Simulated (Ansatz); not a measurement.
# Sb on Ti(0001), hcp start, 2x2 cell: photoemission fingerprints, part 2 of 3

Wanted: core-level shifts and unfolded surface bands for Sb on Ti(0001), hcp start, 2x2 cell. Spin–orbit coupling is left out of the bands throughout.

Ansatz 0.2.0; DFT, PBE, plane-wave PAW, default files, scalar-relativistic.

So far, work function, upper face (eV): step 2 (the clean face) 4.41; step 3 (relaxing the atoms) 4.71.

**4. Bands by layer**

The main run: bands along the zone's path, each state's share in the top and middle regions, the DOS and the planar potential. The cell holds 4 small cells, so the bands are unfolded.

File input.yaml:

```yaml
crystal:
  lattice:
    - [5.88, 0.0, 0.0]
    - [2.94, 5.0922293743, 0.0]
    - [0.0, 0.0, 23.725]
  atoms:
    - { symbol: Sb, position: [0.33412588, 0.3333296339, 0.7002661348] }
    - { symbol: Ti, position: [6.0057e-06, -4.336e-07, 0.6146876458] }
    - { symbol: Ti, position: [0.4977257338, 0.0044962355, 0.606542731] }
    - { symbol: Ti, position: [0.0046117995, 0.4976791204, 0.6065855491] }
    - { symbol: Ti, position: [0.4977962833, 0.4978185892, 0.6065004441] }
    - { symbol: Ti, position: [0.8379889781, 0.3241958822, 0.5160774435] }
    - { symbol: Ti, position: [0.3332915757, 0.3333325425, 0.5120543309] }
    - { symbol: Ti, position: [0.8379270394, 0.8378388413, 0.5160995634] }
    - { symbol: Ti, position: [0.3241623789, 0.8379616397, 0.5160545954] }
    - { symbol: Ti, position: [0.0, 0.0, 0.414120126] }
    - { symbol: Ti, position: [0.5, 0.0, 0.414120126] }
    - { symbol: Ti, position: [0.0, 0.5, 0.414120126] }
    - { symbol: Ti, position: [0.5, 0.5, 0.414120126] }
    - { symbol: Ti, position: [0.833333333, 0.333333333, 0.316122234] }
    - { symbol: Ti, position: [0.333333333, 0.333333333, 0.316122234] }
    - { symbol: Ti, position: [0.833333333, 0.833333333, 0.316122234] }
    - { symbol: Ti, position: [0.333333333, 0.833333333, 0.316122234] }
kpoints:
  mp_grid: { grid: [6, 6, 1] }
scf:
  occupations: { method: fermi_dirac, width: 0.05 }
  n_extra_bands: 20
hamiltonian:
  xc: pbe
  pseudopotentials: { kind: paw }
output:
  forces: true
  write_potential: true
  volumetric_format: []
  efg: { contact_densities: true }
  dos:
    projected:
      site_lists:
        adsorbate: [0]
        layer_1: [1, 2, 3, 4]
        layer_2: [5, 6, 7, 8]
        layer_3: [9, 10, 11, 12]
        other_layers: [13, 14, 15, 16]
    de: 0.05
    e_range: [-30, 12]
    method: { smearing: { sigma: 0.15, scheme: gaussian } }
  eigenstates:
    kpoints:
      - [0.33333333, -0.33333333, 0.0]
      - [0.25, -0.375, 0.0]
      - [0.16666667, -0.41666667, 0.0]
      - [0.08333333, -0.45833333, 0.0]
      - [0.0, 0.5, 0.0]
      - [-0.08333333, 0.45833333, 0.0]
      # [... 29 more points ...]
      - [0.25, 0.5, 0.0]
      - [0.29166667, -0.41666667, 0.0]
    e_range: [-8.0, 4.0]
    unfold:
      supercell_matrix: [[2, 0, 0], [0, 2, 0], [0, 0, 1]]
      layers:
        axis: 3
        edges: [0.147524, 0.439603, 0.439703, 0.561442, 0.561542, 0.868863]
efield:
  axis: 3
  dipole_correction: true
```

On the command line:

```
ansatz run input.yaml --threads 8 --pin off --max-ram 20480MiB --backend cpu --events-out ev --progress --plain --runs-dir out
```

Run time: 2.1 min. Hardware: 8 threads of Arm Neoverse V1, shared host; peak memory 5.3 GiB.

Numbers from this step:

```
Fermi energy                                   : 3.159 eV
share of occupied states in no projected shell : 0.0276 of the occupied states in the window
DOS at the Fermi level                         : 28.57 states/eV/cell
work function, lower face                      : 4.446 eV
```

A(k,E), total over k along the path and E. Zero: Fermi level.

Ten even steps from '0' (0.0 eV⁻¹) to '9' (13.9 eV⁻¹), each cell a mean:
```
001332222369997433344432333100
333223333444344432221111223333
544211123322222233221100012345
112222332210000122211100111111
333344311000000001222222222223
642211110000000000122222222356
234221110000000000121111123332
001211101000000011001223333200
000010010110000100111233320000
000001001001111010011100000000
000000100110001100101000000000
000000010001110001010000000000
000000000000000010000000000000
000000000110001101000000000000
000000001001110000000000000000
000000000100000100000000000000
000000000011111000000000000000
000000000000000000000000000000
000000000000000000000000000000
000000000000000000000000000000
000000000000000000000000000000
000000000000000000000000000000
```
Columns: k along the path (Å⁻¹) from 0 to 3.37; rows upwards: E (eV) from -7.7 to 0.876.

A(k,E), top over k along the path and E. Zero: Fermi level.

Ten even steps from '0' (0.00 eV⁻¹) to '9' (3.95 eV⁻¹), each cell a mean:
```
112443212379998532233433333211
333333334444334433222111123333
542111233211111122221000001345
222222221100000111211111111122
122232211010001001111223222211
432212211100000111122222222334
344322110000000001121111112343
012221111000000011011112223210
000121110110000101111233331000
000001001001110011011100000000
000000100110001100101000000000
000000010001110001000000000000
000000000000000010000000000000
000000000110001100000000000000
000000000001110000000000000000
000000000000000000000000000000
000000000000000000000000000000
000000000000000000000000000000
000000000000000000000000000000
000000000000000000000000000000
000000000000000000000000000000
000000000000000000000000000000
```
Columns: k along the path (Å⁻¹) from 0 to 3.37; rows upwards: E (eV) from -7.7 to 0.876.

A(k,E), middle over k along the path and E. Zero: Fermi level.

Values in eV⁻¹, 12 rows by 16 columns, each cell a mean:
```
0.34 0.54 1.14 1.19 1.07 1.87 2.66 2.47 1.43 1.13 1.43 1.13 0.99 1.05 0.58 0.34
0.97 1.01 0.60 0.56 0.91 0.88 0.49 0.61 1.00 0.81 0.57 0.35 0.22 0.40 1.04 0.95
1.64 1.30 1.27 1.01 0.57 0.12 0.07 0.08 0.28 0.65 0.80 0.89 1.03 1.05 1.10 1.62
1.71 1.47 0.78 0.66 0.30 0.05 0.03 0.03 0.08 0.47 0.72 0.65 0.41 0.64 1.44 1.71
0.07 0.40 0.61 0.36 0.40 0.42 0.13 0.25 0.45 0.37 0.40 0.90 1.45 1.38 0.50 0.07
0.02 0.02 0.35 0.31 0.25 0.32 0.44 0.40 0.31 0.18 0.48 0.46 0.10 0.05 0.03 0.02
0.01 0.01 0.05 0.40 0.21 0.08 0.22 0.17 0.12 0.29 0.38 0.02 0.02 0.01 0.01 0.01
0.01 0.01 0.01 0.14 0.44 0.26 0.24 0.25 0.24 0.48 0.02 0.01 0.01 0.01 0.01 0.01
0.00 0.00 0.00 0.01 0.23 0.53 0.13 0.27 0.54 0.03 0.01 0.01 0.00 0.00 0.00 0.00
0.00 0.00 0.00 0.00 0.01 0.12 0.53 0.37 0.02 0.01 0.00 0.00 0.00 0.00 0.00 0.00
0.00 0.00 0.00 0.00 0.00 0.01 0.01 0.01 0.01 0.00 0.00 0.00 0.00 0.00 0.00 0.00
0.00 0.00 0.00 0.00 0.00 0.00 0.00 0.00 0.00 0.00 0.00 0.00 0.00 0.00 0.00 0.00
```
Columns: k along the path (Å⁻¹) from 0 to 3.37; rows upwards: E (eV) from -7.7 to 0.876.

A(k,E), bottom over k along the path and E. Zero: Fermi level.

Ten even steps from '0' (0.00 eV⁻¹) to '9' (6.27 eV⁻¹), each cell a mean:
```
001332222369997433334321233200
443223223454444532222222223554
554210123333333333332100012345
112444443210001133210000001111
333345310000000001232211122233
642111100000000000012222212356
124210010000000000111111124321
000211001000000011001234442000
000010000110000100111222110000
000001001001111010011100000000
000000100110001100100000000000
000000010001110001000000000000
000000000000000010000000000000
000000000110001100000000000000
000000000001110000000000000000
000000000100000100000000000000
000000000011111000000000000000
000000000000000000000000000000
000000000000000000000000000000
000000000000000000000000000000
000000000000000000000000000000
000000000000000000000000000000
```
Columns: k along the path (Å⁻¹) from 0 to 3.37; rows upwards: E (eV) from -7.7 to 0.876.

Peaks of A(k,E) at the labelled points: for each region the eleven nearest the zero at most, each over 6 % of that point's highest, less those above the energy where the solved bands run out; weight and spread sum the levels within three half widths or 0.3 eV, so near peaks share levels. Peaks of the spectral function, the first 40 of 114 rows:

| point | weight on | E (eV) | A (1/eV) | weight near the peak | rms spread of levels (eV) |
| --- | --- | --- | --- | --- | --- |
| K | total | -1.66 | 5.698 | 1.962 | 0.135 |
| K | total | -1.3 | 13.64 | 4.605 | 0.089 |
| K | total | -1.22 | 14.65 | 4.655 | 0.098 |
| K | total | -0.82 | 4.853 | 2.033 | 0.092 |
| K | total | -0.72 | 8.227 | 2.098 | 0.102 |
| K | total | -0.08 | 13.11 | 4.029 | 0.121 |
| K | total | 0.1 | 9.857 | 5.091 | 0.149 |
| K | total | 0.16 | 9.415 | 4.808 | 0.145 |
| K | total | 0.26 | 8.717 | 3.073 | 0.095 |
| K | total | 0.66 | 1.556 | 0.501 | 0.182 |
| K | total | 0.9 | 0.96 | 0.418 | 0.206 |
| K | top | -1.3 | 3.784 | 0.959 | 0.099 |
| K | top | -0.84 | 1 | 0.397 | 0.127 |
| K | top | -0.7 | 0.921 | 0.461 | 0.142 |
| K | top | -0.58 | 1.222 | 0.489 | 0.16 |
| K | top | -0.34 | 0.787 | 1.012 | 0.183 |
| K | top | -0.08 | 3.676 | 1.401 | 0.154 |
| K | top | 0.16 | 4.067 | 1.182 | 0.141 |
| K | top | 0.5 | 0.525 | 0.334 | 0.176 |
| K | top | 0.66 | 1.131 | 0.323 | 0.163 |
| K | top | 0.9 | 0.554 | 0.337 | 0.217 |
| K | middle | -1.66 | 2.196 | 0.589 | 0.137 |
| K | middle | -1.3 | 4.776 | 1.666 | 0.075 |
| K | middle | -1.2 | 6.279 | 1.729 | 0.096 |
| K | middle | -0.84 | 2.388 | 0.595 | 0.101 |
| K | middle | -0.7 | 1.306 | 0.597 | 0.102 |
| K | middle | -0.08 | 3.659 | 0.669 | 0.086 |
| K | middle | 0.16 | 0.81 | 0.785 | 0.154 |
| K | middle | 0.26 | 0.809 | 0.256 | 0.123 |
| K | middle | 0.38 | 0.472 | 0.27 | 0.145 |
| K | bottom | -1.66 | 0.672 | 0.644 | 0.088 |
| K | bottom | -1.36 | 4.704 | 1.977 | 0.081 |
| K | bottom | -1.3 | 5.069 | 1.977 | 0.081 |
| K | bottom | -1.2 | 6.809 | 2.023 | 0.095 |
| K | bottom | -0.72 | 6.059 | 1.039 | 0.055 |
| K | bottom | -0.08 | 5.77 | 1.958 | 0.096 |
| K | bottom | 0.1 | 7.449 | 2.842 | 0.137 |
| K | bottom | 0.26 | 6.384 | 2.042 | 0.086 |
| Γ | total | -5.72 | 6.236 | 0.984 | 0 |
| Γ | total | -4.72 | 6.154 | 0.966 | 0 |

The DOS has structure finer than the step of the table below, so its rows give means over 2 eV, whole bins alone (the curve runs from -30.0 to 0.625 eV). Peaks (eV: height): total -28.3: 33.3, -8.6: 6.45, -0.8: 29.6; Ti 3d -0.8: 25.7; Ti 4s -4.6: 3.20, -3.7: 4.74, -3.0: 5.90, -2.3: 5.13; Ti 4p* -0.6: 1.64, 0.1: 2.19; Sb 5p -2.3: 1.56, -1.7: 1.87, -0.6: 0.970.

* holds the states left over by the projection beside any projected weight of its own. Table of DOS by E, zero at the Fermi level; means over each step; values in states/eV/cell:

| E (eV) | total | Ti 3d | Ti 4s | Ti 4p* | Sb 5p | Sb 5s | Sb 4d |
| --- | --- | --- | --- | --- | --- | --- | --- |
| -28 | 5.00 | 0.00176 | 8.3e-4 | 0.00214 | 0 | 0 | 5.00 |
| -26 | 0 | 0 | 0 | 0 | 0 | 0 | 0 |
| -24 | 0 | 0 | 0 | 0 | 0 | 0 | 0 |
| -22 | 0 | 0 | 0 | 0 | 0 | 0 | 0 |
| -20 | 0 | 0 | 0 | 0 | 0 | 0 | 0 |
| -18 | 0 | 0 | 0 | 0 | 0 | 0 | 0 |
| -16 | 0 | 0 | 0 | 0 | 0 | 0 | 0 |
| -14 | 0 | 0 | 0 | 0 | 0 | 0 | 0 |
| -12 | 0 | 0 | 0 | 0 | 0 | 0 | 0 |
| -10 | 0.00123 | 5.9e-5 | 1.8e-4 | 7.9e-6 | 8.0e-6 | 9.7e-4 | 0 |
| -8 | 0.999 | 0.0518 | 0.136 | 0.00665 | 0.00652 | 0.797 | 3.7e-5 |
| -6 | 0.443 | 0.00419 | 0.424 | 0.00732 | 0.00110 | 0.00668 | 0 |
| -4 | 3.21 | 0.435 | 2.56 | 0.0922 | 0.0823 | 0.0452 | 1.4e-4 |
| -2 | 17.6 | 12.5 | 3.21 | 0.530 | 1.33 | 0.0551 | 8.5e-4 |

Simulated valence spectra by photon energy, shown to 13 eV, since a deeper line would dwarf them at some energies; the 100 % can be that line's tail at the edge; this run's widths, added to any smearing of the DOS itself: Gaussian 0.35 eV, Lorentzian 0.1 eV plus 0.08 an eV of depth. Intensity against binding energy, zero at the Fermi level; values in % of the maximum within 13 eV:

| binding energy (eV) | 21.2 eV | 100 eV | 1486.7 eV | 8047.8 eV | 9251.7 eV |
| --- | --- | --- | --- | --- | --- |
| -1.0 | 1.71 | 1.77 | 2.88 | 2.03 | 1.87 |
| -0.5 | 4.13 | 4.20 | 5.20 | 3.43 | 3.16 |
| 0.0 | 45.4 | 45.4 | 40.8 | 20.8 | 19.2 |
| 0.5 | 88.5 | 89.6 | 82.8 | 47.6 | 43.8 |
| 1.0 | 96.3 | 95.9 | 99.6 | 67.9 | 62.6 |
| 1.5 | 82.0 | 82.6 | 97.1 | 80.1 | 74.1 |
| 2.0 | 63.3 | 62.7 | 93.1 | 92.6 | 86.4 |
| 2.5 | 38.6 | 38.8 | 76.9 | 91.3 | 85.9 |
| 3.0 | 15.4 | 15.6 | 48.9 | 67.2 | 63.6 |
| 3.5 | 6.47 | 6.75 | 32.1 | 47.8 | 45.4 |
| 4.0 | 3.25 | 3.52 | 23.2 | 35.7 | 34.0 |
| 4.5 | 1.93 | 2.21 | 19.1 | 30.3 | 28.9 |
| 5.0 | 1.13 | 1.35 | 12.7 | 19.9 | 18.9 |
| 5.5 | 0.742 | 0.933 | 9.15 | 14.0 | 13.4 |
| 6.0 | 0.500 | 0.664 | 5.54 | 7.95 | 7.64 |
| 6.5 | 0.379 | 0.555 | 4.52 | 6.56 | 6.37 |
| 7.0 | 0.323 | 0.548 | 5.19 | 8.52 | 8.36 |
| 7.5 | 0.317 | 0.671 | 7.80 | 15.1 | 15.0 |
| 8.0 | 0.434 | 1.22 | 17.2 | 38.7 | 38.6 |
| 8.5 | 0.766 | 2.57 | 39.6 | 94.8 | 94.7 |
| 9.0 | 0.552 | 1.83 | 27.9 | 65.1 | 65.0 |
| 9.5 | 0.261 | 0.775 | 10.9 | 22.5 | 22.4 |
| 10.0 | 0.168 | 0.468 | 6.10 | 10.2 | 10.1 |
| 10.5 | 0.128 | 0.360 | 4.51 | 6.03 | 5.89 |
| 11.0 | 0.106 | 0.311 | 3.87 | 4.16 | 4.00 |
| 11.5 | - | 0.287 | 3.59 | 3.17 | 3.01 |
| 12.0 | - | 0.275 | 3.50 | 2.61 | 2.43 |
| 12.5 | - | 0.270 | 3.50 | 2.26 | 2.08 |

Maxima picked by a test of local sharpness, so broad peaks and shoulders can be missing; peaks within 0.45 eV of a curve's cut are left out. Valence peaks, by row:

| photon energy (eV) | binding energy (eV) | height (% of the maximum within 13 eV) | main shell | its share (%) |
| --- | --- | --- | --- | --- |
| 21.2 | 0.8 | 100 | Ti 3d | 95.64 |
| 100 | 28.25 | 30.89 | Sb 4d | 99.93 |
| 100 | 0.75 | 100 | Ti 3d | 98.87 |
| 1487 | 28.25 | 505.8 | Sb 4d | 99.99 |
| 1487 | 8.6 | 41.75 | Sb 5s | 89.4 |
| 1487 | 1.1 | 100 | Ti 3d | 53 |
| 8048 | 28.25 | 157 | Sb 4d | 99.95 |
| 8048 | 8.6 | 100 | Sb 5s | 96.07 |
| 8048 | 2.25 | 97.78 | Ti 4s | 50.97 |
| 9252 | 28.25 | 126.2 | Sb 4d | 99.94 |
| 9252 | 8.6 | 100 | Sb 5s | 96.38 |
| 9252 | 2.25 | 91.67 | Ti 4s | 51.66 |

The planar mean, electrostatic potential oscillates, so the rows of the table below give means over windows of 1 Å about each position, cut where the curve ends. Its maxima inside the range that stand out by 2 % of the span (Å: eV): 8.6: -0.372, 11.0: -0.157, 13.3: -1.19. Its minima: 7.4: -12.8, 9.8: -12.7, 12.2: -12.6, 14.5: -12.6.

From the Fermi level. Planar mean, electrostatic potential against z; means over each step:

| z (Å) | planar mean, electrostatic potential (eV) |
| --- | --- |
| 0 | 4.57 |
| 1 | 4.49 |
| 2 | 4.45 |
| 3 | 4.44 |
| 4 | 4.42 |
| 5 | 4.18 |
| 6 | 2.18 |
| 7 | -8.12 |
| 8 | -7.73 |
| 9 | -3.98 |
| 10 | -10.7 |
| 11 | -1.87 |
| 12 | -10.3 |
| 13 | -4.87 |
| 14 | -8.48 |
| 15 | -7.38 |
| 16 | -0.169 |
| 17 | 0.752 |
| 18 | 3.97 |
| 19 | 4.66 |
| 20 | 4.71 |
| 21 | 4.71 |
| 22 | 4.71 |
| 23 | 4.68 |

Shapes are the site's partial DOS without matrix elements, which overweights lines from ligand s bands. The intensity, Ti L-alpha by emission energy less the core level's binding energy, zero at the Fermi level; read off at these points:

emission energy less the core level's binding energy (eV), intensity, Ti L-alpha (% of the unpolarised maximum) and a bar:
```
    -29.0        0.0 
    -28.0        0.0 
    -27.0        0.0 
    -26.0        0.0 
    -25.0        0.0 
    -24.0        0.0 
    -23.0        0.0 
    -22.0        0.0 
    -21.0        0.0 
    -20.0        0.0 
    -19.0        0.0 
    -18.0        0.0 
    -17.0        0.0 
    -16.0        0.1 
    -15.0        0.1 
    -14.0        0.1 
    -13.0        0.1 
    -12.0        0.1 
    -11.0        0.1 
    -10.0        0.2 
     -9.0        0.4 
     -8.0        0.4 
     -7.0        0.4 
     -6.0        0.6 
     -5.0        1.2 
     -4.0        3.3 #
     -3.0       14.5 ####
     -2.0       58.5 ##################
     -1.0       94.2 ############################
     -0.8       99.6 ##############################
      0.0       50.2 ###############
      1.0        3.0 #
```

Sums over each group's atoms; left-over states aren't shared out by site. Site centres, by row:

| group | element | shell | occupied states | centre of occupied part (eV) | centre up to the window's top (eV) |
| --- | --- | --- | --- | --- | --- |
| adsorbate | Sb | 5s | 1.828 | -7.9 | -7.84 |
| adsorbate | Sb | 5p | 3.491 | -1.708 | -1.458 |
| adsorbate | Sb | 4d | 9.993 | -28.25 | -28.24 |
| layer 1 | Ti | 4s | 3.383 | -3.195 | -2.932 |
| layer 1 | Ti | 3d | 11.68 | -1.343 | -0.7325 |
| layer 2 | Ti | 4s | 3.469 | -3.121 | -2.965 |
| layer 2 | Ti | 3d | 11.84 | -1.338 | -0.8484 |
| layer 3 | Ti | 4s | 3.519 | -3.064 | -2.876 |
| layer 3 | Ti | 3d | 11.76 | -1.27 | -0.8031 |
| other layers | Ti | 4s | 3.813 | -2.45 | -2.187 |
| other layers | Ti | 3d | 11.6 | -1.018 | -0.5028 |

Recipe: projected DOS times atomic cross section and asymmetry factor (unpolarised light, 60° from the beam), occupied states only, Fermi edge at 300 K, a Lorentzian width of 0.1 eV growing by 0.08 eV per eV of binding energy, and a resolution of 0.35 eV. Each atom is damped by exp[−depth/(λ cos θ)], θ = 45° from the normal, λ from the universal curve. Curves are cut 10 eV under the photon energy, above any shell that the free atom's threshold puts out of reach, or at the lower edge of the window: 11.2 eV at 21.2 eV, 30 eV at 100 eV, 30 eV at 1486.7 eV, 30 eV at 8047.8 eV and 30 eV at 9251.7 eV. A star in tables and legends marks shells that hold the states left over by the projection (2.8 % of the filled ones), a stand-in for orbitals that the files don't project on. Matrix elements of the solid and inelastic losses aren't modelled, nor non-dipole terms, which matter above 3 keV.

How the area divides among the shells (%):

| shell | 21.2 eV | 100 eV | 1486.7 eV | 8047.8 eV | 9251.7 eV |
| --- | --- | --- | --- | --- | --- |
| Sb 5s | 0.0 | 0.8 | 3.2 | 17.0 | 19.4 |
| Sb 5p | 6.0 | 0.6 | 4.2 | 12.2 | 12.8 |
| Sb 4d | 0.0 | 28.7 | 80.3 | 51.1 | 46.7 |
| Ti 4s | 1.0 | 1.1 | 5.4 | 18.7 | 20.2 |
| Ti 3d | 92.9 | 68.7 | 6.7 | 0.9 | 0.8 |

Regions along c: top from 13.3 to 20.6 Å, middle from 10.4 to 13.3 Å, bottom from 3.5 to 10.4 Å.

States with weight above 0.08 nearest the zero at Γ of the zone, within the window kept, -5.7 to 0.9 eV (levels that the program groups as degenerate share a row):

| E (eV) | weight, total | weight, top | weight, middle | weight, bottom |
| --- | --- | --- | --- | --- |
| -0.56 | 0.11 | 0.10 | 0.01 | 0.00 |
| -0.16 | 0.96 | 0.06 | 0.18 | 0.71 |
| 0.13 | 0.66 | 0.27 | 0.08 | 0.31 |
| 0.29 | 0.24 | 0.02 | 0.09 | 0.12 |
| 0.42 | 0.95 | 0.14 | 0.16 | 0.65 |
| 0.54 | 0.59 | 0.21 | 0.21 | 0.16 |
| 0.62 | 0.79 | 0.40 | 0.26 | 0.13 |
| 0.62 | 0.79 | 0.40 | 0.26 | 0.13 |
| 0.67 | 0.28 | 0.08 | 0.15 | 0.06 |
| 0.68 | 0.28 | 0.07 | 0.15 | 0.06 |

The largest force component on a free atom is 0.015 eV/Å, so the atoms are at rest for these settings too. At the Fermi level the DOS is 28.57 states/eV a cell, and on the broadened curves Ti 3d holds 86 % of the total there.

(Continued in part 3 of 3.)

[Logs are printed without paths, hosts, clocks, repeated set-up lines and the standing remarks that a program may print on its own settings, such as how far it seeks lower states.]

[Hosts, paths, dates, database ids (printed as entryN), source tags and the programs' standing remarks are cut or masked in the printed files.]

[Maps of the electrostatic potential energy from Ansatz leave out the sawtooth potential of an applied field or a dipole correction, so their vacuum need not be flat; work functions include it.]
